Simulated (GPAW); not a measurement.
# Conductance along a series: a Sb chain with one atom pushed aside at constant bond length

How does transport respond as one structural variable is stepped? The junctions: a Sb chain with one atom pushed aside at constant bond length.

Method: GPAW LCAO, PAW setups; Landauer transmission from Green's functions with principal layers (ASE), zero bias, in GPAW 26.7.0.

**1. Set-up**

The cell holds 9 atoms: 9 Sb. Its edges and angles: a = 9.000 Å, b = 9.000 Å, c = 24.717 Å, α = 90.0°, β = 90.0°, γ = 90.0°. Regions: left lead, 4 atoms (4 Sb); channel, 1 atom (1 Sb); right lead, 4 atoms (4 Sb). Vacuum lies along a and b. The structure is stacked along c, and the current runs across the ab planes.

**2. Junction, offset 0.3 Å**

The structure changes from member to member while basis and functional stay, so that the trend is less open to errors of the level than any single value.

The input, run.py:

```python
import json
import numpy as np
from ase import Atoms
from ase.transport.calculators import TransportCalculator
from gpaw import GPAW, FermiDirac
from gpaw.lcao.tools import get_lcao_hamiltonian
from scipy.linalg import eigh

# The junction with lead layers at both ends, along the third cell vector
device = Atoms(
    ['Sb', 'Sb', 'Sb', 'Sb', 'Sb', 'Sb', 'Sb', 'Sb', 'Sb'],
    positions=[
        [4.50000, 4.50000, 1.37500],
        [4.50000, 4.50000, 4.12500],
        [4.50000, 4.50000, 6.87500],
        [4.50000, 4.50000, 9.62500],
        [4.80000, 4.50000, 12.35859],
        [4.50000, 4.50000, 15.09217],
        [4.50000, 4.50000, 17.84217],
        [4.50000, 4.50000, 20.59217],
        [4.50000, 4.50000, 23.34217]],
    cell=[[9.0, 0.0, 0.0], [0.0, 9.0, 0.0], [0.0, 0.0, 24.71717]],
    pbc=True)

# One principal layer of the lead: the first 2 atoms of the device
lead = Atoms(
    ['Sb', 'Sb'],
    positions=[
        [4.50000, 4.50000, 1.37500],
        [4.50000, 4.50000, 4.12500]],
    cell=[[9.0, 0.0, 0.0], [0.0, 9.0, 0.0], [0.0, 0.0, 5.5]],
    pbc=True)

settings = dict(mode='lcao', basis='dzp', xc='PBE', h=0.2,
                occupations=FermiDirac(0.1), maxiter=250,
                mixer=dict(beta=0.1, nmaxold=8, weight=100.0),
                convergence=dict(density=0.0001))
energies = np.arange(-2, 2 + 1e-9, 0.05)
eta = 0.0001
n1, n2 = 1, 1
# k and -k transmit alike, so half of the mesh across the current serves
mesh = [(i, j) for i in range(n1) for j in range(n2) if (i, j) <= (-i % n1, -j % n2)]
weights = np.array([1 if (i, j) == (-i % n1, -j % n2) else 2 for i, j in mesh]) / (n1 * n2)

# [... helper functions left out ...]
fermi_lead = ground_state(lead, (1, 1, 20), 'lead.txt')
fermi_device = ground_state(device, (1, 1, 3), 'device.txt')
# [... loop over the mesh left out, but for ...]
        # Shift the lead onto the potential of the device's first layer
        shift = ((H[:, 0, 0] - H0[:, 0, 0]) / S0[0, 0]).real.mean()
# [...]
kT = 8.617333e-5 * 500
bias = [0.1, 0.2, 0.5, 1.0, 1.5, 2.0]
# [... integrals and printing left out ...]
```

On the command line:

```
$ OMP_NUM_THREADS=1 OPENBLAS_NUM_THREADS=1 python run.py
```

The log of the run:

```text
basis functions: device 207, principal layer 46
Fermi level: lead -3.1685 eV, device -3.1576 eV; lead shifted by -0.0065 eV
largest coupling past the next layer 7.84e-05 eV, largest misfit of the first layer 0.004 eV
  E-E_F (eV)   T (one spin)  [channel counts left out]
    -2.000    9.9659e-01
    -1.950    9.9603e-01
    -1.900    9.9526e-01
    -1.850    9.9414e-01
    -1.800    9.9240e-01
    -1.750    9.8940e-01
    -1.700    9.8326e-01
    -1.650    9.6525e-01
    -1.600    5.8064e-01
    -1.550    2.7137e+00
    -1.500    2.8292e+00
    -1.450    2.8813e+00
    -1.400    2.9117e+00
    -1.350    2.9318e+00
    -1.300    2.9459e+00
    -1.250    2.9564e+00
[...]
1.650    2.9641e+00
     1.700    2.9550e+00
     1.750    2.9423e+00
     1.800    2.9237e+00
     1.850    2.8937e+00
     1.900    2.8372e+00
     1.950    2.6806e+00
     2.000    9.7964e-01
conductance at 500 K: 2.9971 G0 a cell; thermopower -0.006296 uV/K
current from the zero-bias T(E) at 0.1 V: 23.222 uA
current from the zero-bias T(E) at 0.2 V: 46.443 uA
current from the zero-bias T(E) at 0.5 V: 116.11 uA
current from the zero-bias T(E) at 1.0 V: 232.19 uA
current from the zero-bias T(E) at 1.5 V: 348.23 uA
current from the zero-bias T(E) at 2.0 V: 464.13 uA
```

It took 21 s on 1 thread of Arm Neoverse V2, shared host; peak memory 0.81 GiB.

Numbers from this step:

* conductance: 2.997 G₀
* largest coupling past the next principal layer: 7.84e-5 eV
* largest misfit of the first principal layer: 0.004046 eV
* shift that aligns the lead: -0.006461 eV
* basis functions of the junction: 207
* basis functions of a principal layer: 46
* transmission at the Fermi level (one spin): 2.997

One spin. Transmission, zone mean against energy, zero at the Fermi level:

| energy (eV) | transmission, zone mean |
| --- | --- |
| -2.00 | 0.997 |
| -1.85 | 0.994 |
| -1.70 | 0.983 |
| -1.60 | 0.581 |
| -1.45 | 2.88 |
| -1.30 | 2.95 |
| -1.15 | 2.97 |
| -1.05 | 2.98 |
| -0.90 | 2.99 |
| -0.75 | 2.99 |
| -0.60 | 2.99 |
| -0.50 | 3.00 |
| -0.35 | 3.00 |
| -0.20 | 3.00 |
| -0.05 | 3.00 |
| 0.00 | 3.00 |
| 0.05 | 3.00 |
| 0.20 | 3.00 |
| 0.30 | 3.00 |
| 0.35 | 3.00 |
| 0.50 | 3.00 |
| 0.60 | 3.00 |
| 0.75 | 3.00 |
| 0.90 | 3.00 |
| 1.05 | 2.99 |
| 1.15 | 2.99 |
| 1.30 | 2.99 |
| 1.45 | 2.98 |
| 1.60 | 2.97 |
| 1.70 | 2.95 |
| 1.85 | 2.89 |
| 2.00 | 0.980 |

Not self-consistent under bias; the bias window is split evenly. Table of current through one cell, from the zero-bias transmission by bias:

```csv
bias (V),"current through one cell, from the zero-bias transmission (μA)"
0.100,23.2
0.200,46.4
0.500,116
1.000,232
1.500,348
2.000,464
```

The transmission of the three most open eigenchannels by energy, zero at the Fermi level:

```csv
energy (eV),channel 1,channel 2,channel 3
-2.00,0.997,3.8e-12,0
-1.85,0.994,3.8e-12,0
-1.70,0.983,1.1e-10,1.1e-10
-1.60,0.579,0.00163,2.6e-4
-1.45,0.997,0.971,0.914
-1.30,0.998,0.990,0.959
-1.15,0.998,0.996,0.977
-1.05,0.998,0.997,0.984
-0.90,0.998,0.998,0.990
-0.75,0.999,0.999,0.994
-0.60,0.999,0.999,0.996
-0.50,0.999,0.999,0.997
-0.35,0.999,0.999,0.998
-0.20,0.999,0.999,0.999
-0.05,0.999,0.999,0.999
0.00,0.999,0.999,0.999
0.05,0.999,0.999,0.999
0.20,0.999,0.999,0.999
0.35,1.000,0.999,0.999
0.50,1.000,0.999,0.999
0.60,1.000,0.999,0.999
0.75,1.000,0.999,0.998
0.90,1.000,0.999,0.997
1.05,0.999,0.999,0.996
1.15,0.999,0.999,0.995
1.30,0.999,0.999,0.991
1.45,0.999,0.999,0.986
1.60,0.999,0.998,0.974
1.70,0.998,0.996,0.960
1.85,0.998,0.990,0.906
2.00,0.980,1.2e-6,5.8e-7
```

Couplings past the next layer reach 7.8e-5 eV, small enough to drop; the matrix elements of the cell's first layer differ from the bulk lead's by up to 0.0040 eV. That layer keeps its own values in the calculation, and only beyond it is the lead taken as perfect. The Fermi levels of lead and junction count from different zeros of potential, one for each periodic cell; with both set to zero, the small remaining shift is what aligns them. By hand: G = 2.997 × 77.48 μS = 232 μS, a resistance of 4.31 kΩ; at 0.1 V a linear junction would pass 23.2 μA, and the integral over the bias window gives 23.2 μA.

**3. Member of the series: offset = 0.6**

The cell differs from the one that the last finished run ended in (c 24.717 → 24.617 Å).

run.py, as its differences from that of step 2:

```diff
@@ -16,8 +16,8 @@
         [4.50000, 4.50000, 9.62500],
-        [4.80000, 4.50000, 12.35859],
-        [4.50000, 4.50000, 15.09217],
-        [4.50000, 4.50000, 17.84217],
-        [4.50000, 4.50000, 20.59217],
-        [4.50000, 4.50000, 23.34217]],
-    cell=[[9.0, 0.0, 0.0], [0.0, 9.0, 0.0], [0.0, 0.0, 24.71717]],
+        [5.10000, 4.50000, 12.30875],
+        [4.50000, 4.50000, 14.99249],
+        [4.50000, 4.50000, 17.74249],
+        [4.50000, 4.50000, 20.49249],
+        [4.50000, 4.50000, 23.24249]],
+    cell=[[9.0, 0.0, 0.0], [0.0, 9.0, 0.0], [0.0, 0.0, 24.61749]],
     pbc=True)
```

The log of the run:

```text
basis functions: device 207, principal layer 46
Fermi level: lead -3.1685 eV, device -3.1507 eV; lead shifted by 0.0019 eV
largest coupling past the next layer 7.84e-05 eV, largest misfit of the first layer 0.011 eV
  E-E_F (eV)   T (one spin)  [channel counts left out]
    -2.000    9.5665e-01
    -1.950    9.5009e-01
    -1.900    9.4156e-01
    -1.850    9.3010e-01
    -1.800    9.1401e-01
    -1.750    8.8999e-01
    -1.700    8.5072e-01
    -1.650    7.7528e-01
    -1.600    5.4770e-01
    -1.550    2.2322e+00
    -1.500    2.4846e+00
    -1.450    2.6100e+00
    -1.400    2.6884e+00
    -1.350    2.7430e+00
    -1.300    2.7836e+00
    -1.250    2.8152e+00
[...]
1.650    2.7718e+00
     1.700    2.7321e+00
     1.750    2.6823e+00
     1.800    2.6182e+00
     1.850    2.5323e+00
     1.900    2.4102e+00
     1.950    2.2129e+00
     2.000    9.5914e-01
conductance at 500 K: 2.9903 G0 a cell; thermopower -0.04604 uV/K
current from the zero-bias T(E) at 0.1 V: 23.169 uA
current from the zero-bias T(E) at 0.2 V: 46.336 uA
current from the zero-bias T(E) at 0.5 V: 115.82 uA
current from the zero-bias T(E) at 1.0 V: 231.47 uA
current from the zero-bias T(E) at 1.5 V: 346.7 uA
current from the zero-bias T(E) at 2.0 V: 461.02 uA
```

The job ended after 21 s (1 thread; peak memory 0.82 GiB).

This step gave:

```
conductance                                 : 2.990 G₀
largest misfit of the first principal layer : 0.01100 eV
shift that aligns the lead                  : 0.001862 eV
transmission at the Fermi level (one spin)  : 2.990
```

One spin. Table of transmission, zone mean by energy, zero at the Fermi level:

| energy (eV) | transmission, zone mean |
| --- | --- |
| -2.00 | 0.957 |
| -1.85 | 0.930 |
| -1.70 | 0.851 |
| -1.60 | 0.548 |
| -1.45 | 2.61 |
| -1.30 | 2.78 |
| -1.15 | 2.86 |
| -1.05 | 2.90 |
| -0.90 | 2.93 |
| -0.75 | 2.95 |
| -0.60 | 2.97 |
| -0.50 | 2.98 |
| -0.35 | 2.98 |
| -0.20 | 2.99 |
| -0.05 | 2.99 |
| 0.00 | 2.99 |
| 0.05 | 2.99 |
| 0.20 | 2.99 |
| 0.35 | 2.99 |
| 0.50 | 2.99 |
| 0.60 | 2.99 |
| 0.75 | 2.98 |
| 0.90 | 2.97 |
| 1.05 | 2.96 |
| 1.15 | 2.94 |
| 1.30 | 2.91 |
| 1.45 | 2.87 |
| 1.60 | 2.80 |
| 1.70 | 2.73 |
| 1.85 | 2.53 |
| 2.00 | 0.959 |

Not self-consistent under bias; the bias window is split evenly. Table of current through one cell, from the zero-bias transmission by bias:

```
bias (V)  current through one cell, from the zero-bias transmission (μA)
   0.100                                                            23.2
   0.200                                                            46.3
   0.500                                                             116
   1.000                                                             231
   1.500                                                             347
   2.000                                                             461
```

Table of transmission of the three most open eigenchannels by energy, zero at the Fermi level:

```
energy (eV)  channel 1  channel 2  channel 3
      -2.00      0.957          0          0
      -1.90      0.942          0          0
      -1.80      0.914    1.0e-12          0
      -1.70      0.851    8.7e-11    7.3e-11
      -1.55      0.971      0.850      0.411
      -1.45      0.994      0.957      0.659
      -1.35      0.996      0.984      0.763
      -1.25      0.997      0.993      0.825
      -1.15      0.998      0.997      0.867
      -1.05      0.998      0.998      0.899
      -0.90      0.999      0.998      0.933
      -0.80      0.999      0.998      0.949
      -0.70      0.999      0.999      0.961
      -0.60      0.999      0.999      0.971
      -0.50      0.999      0.999      0.977
      -0.40      0.999      0.999      0.983
      -0.25      0.999      0.999      0.988
      -0.15      0.999      0.999      0.991
      -0.05      0.999      0.998      0.993
       0.00      0.999      0.998      0.994
       0.05      0.999      0.998      0.994
       0.15      0.999      0.997      0.996
       0.25      0.999      0.997      0.996
       0.40      0.999      0.998      0.994
       0.50      0.999      0.998      0.991
       0.60      0.999      0.999      0.988
       0.70      0.999      0.999      0.984
       0.80      0.999      0.999      0.979
       0.90      0.999      0.999      0.972
       1.05      0.999      0.999      0.957
       1.15      0.999      0.999      0.944
       1.25      0.999      0.999      0.927
       1.35      0.999      0.998      0.905
       1.45      0.999      0.998      0.875
       1.55      0.999      0.998      0.834
       1.70      0.999      0.997      0.736
       1.80      0.997      0.995      0.626
       1.90      0.992      0.989      0.429
       2.00      0.959     4.6e-6     5.3e-7
```

The conductance, 2.99 G₀, lies 0.2 % below that of the member before.

**4. Junction: offset = 0.9**

The cell differs from the one that the last finished run ended in (c 24.617 → 24.447 Å).

run.py, as its differences from that of step 3:

```diff
@@ -16,8 +16,8 @@
         [4.50000, 4.50000, 9.62500],
-        [5.10000, 4.50000, 12.30875],
-        [4.50000, 4.50000, 14.99249],
-        [4.50000, 4.50000, 17.74249],
-        [4.50000, 4.50000, 20.49249],
-        [4.50000, 4.50000, 23.24249]],
-    cell=[[9.0, 0.0, 0.0], [0.0, 9.0, 0.0], [0.0, 0.0, 24.61749]],
+        [5.40000, 4.50000, 12.22356],
+        [4.50000, 4.50000, 14.82211],
+        [4.50000, 4.50000, 17.57211],
+        [4.50000, 4.50000, 20.32211],
+        [4.50000, 4.50000, 23.07211]],
+    cell=[[9.0, 0.0, 0.0], [0.0, 9.0, 0.0], [0.0, 0.0, 24.44711]],
     pbc=True)
```

The log of the run:

```text
basis functions: device 207, principal layer 46
Fermi level: lead -3.1685 eV, device -3.1303 eV; lead shifted by -0.0047 eV
largest coupling past the next layer 7.84e-05 eV, largest misfit of the first layer 0.020 eV
  E-E_F (eV)   T (one spin)  [channel counts left out]
    -2.000    8.2742e-01
    -1.950    8.1164e-01
    -1.900    7.9334e-01
[...]
1.950    1.9839e+00
     2.000    9.8986e-01
conductance at 500 K: 2.9488 G0 a cell; thermopower -0.07977 uV/K
current from the zero-bias T(E) at 0.1 V: 22.846 uA
current from the zero-bias T(E) at 0.2 V: 45.687 uA
current from the zero-bias T(E) at 0.5 V: 114.13 uA
current from the zero-bias T(E) at 1.0 V: 227.6 uA
current from the zero-bias T(E) at 1.5 V: 339.59 uA
current from the zero-bias T(E) at 2.0 V: 449.04 uA
```

Wall time 23 s (1 thread); peak memory 0.82 GiB.

One spin. The transmission, zone mean by energy, zero at the Fermi level:

energy (eV), transmission, zone mean and a bar from the least value:
```
   -2.000       0.83 ###
   -1.800       0.75 ##
   -1.600       0.56 
   -1.400       2.48 ########################
   -1.200       2.66 ##########################
   -1.000       2.76 ############################
   -0.800       2.83 #############################
   -0.600       2.88 #############################
   -0.400       2.92 ##############################
   -0.200       2.94 ##############################
    0.000       2.95 ##############################
    0.100       2.95 ##############################
    0.200       2.95 ##############################
    0.400       2.94 ##############################
    0.600       2.91 ##############################
    0.800       2.87 #############################
    1.000       2.81 ############################
    1.200       2.73 ###########################
    1.400       2.62 ##########################
    1.600       2.47 ########################
    1.800       2.27 ######################
    2.000       0.99 #####
```

The conductance, 2.95 G₀, lies 1.4 % below that of the member before.

(Part 1 of 2 ends here.)

[Logs are printed without paths, hosts, clocks, repeated set-up lines and the standing remarks that a program may print on its own settings, such as how far it seeks lower states.]

[Hosts, paths, dates, database ids (printed as entryN), source tags and the programs' standing remarks are cut or masked in the printed files.]
